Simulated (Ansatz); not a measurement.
# ZrCuSi: which shell does photoemission see at 21.2 and 40.8 eV? (r²SCAN)

The valence band of ZrCuSi mixes several shells. Work out by hand which one leads the spectrum's area at each photon energy.

Filled states come from the projected DOS of Ansatz 0.2.0 (r²SCAN, plane waves); cross sections σ and asymmetry parameters β are those of free atoms in a Dirac–Hartree–Slater calculation. A shell's area is states × σ × angular factor, which is 1 + β·P₂(cos θ) for linear light, with θ = 54.7° from the polarisation and P₂ = 0.001.

**At 21.2 eV** (states counted from 11.2 eV below the zero; other shells add 2.9 to the products' sum of 105):

| shell | filled states a cell | cross section (Mb an electron) | β | angular factor | product | share by hand (%) | share in the simulated spectrum (%) |
| --- | --- | --- | --- | --- | --- | --- | --- |
| Zr 4p | 0.00 | 0 | 0.00 | 1.00 | 0 | 0 | 0 |
| Zr 4d | 12.96 | 5.55 | 0.52 | 1.00 | 71.9 | 68 | 68 |
| Cu 3d | 38.58 | 0.796 | -0.20 | 1.00 | 30.7 | 29 | 29 |

**At 40.8 eV** (states counted from 29.5 eV below the zero; other shells add 3.1 to the products' sum of 76.2):

| shell | filled states a cell | cross section (Mb an electron) | β | angular factor | product | share by hand (%) | share in the simulated spectrum (%) |
| --- | --- | --- | --- | --- | --- | --- | --- |
| Zr 4p | 23.50 | 1.03 | 1.93 | 1.00 | 24.2 | 32 | 29 |
| Zr 4d | 13.01 | 0.794 | 1.25 | 1.00 | 10.3 | 14 | 14 |
| Cu 3d | 38.60 | 0.999 | 0.10 | 1.00 | 38.6 | 51 | 52 |

Zr 4d leads at 21.2 eV and Cu 3d at 40.8 eV. Between the two energies σ of Zr 4d changes by a factor 0.14 and that of Cu 3d by 1.3, so their ratio moves 8.8-fold in favour of the second. The simulated spectrum uses the same rule on the energy-resolved DOS, so the two share columns agree within a few points.

Only crystals where the two columns agree within 4 points and the lead is clear are worked in this form. Free-atom cross sections ignore the solid's final states, no escape depth or background enters, and the count of states a shell hangs on the projection.
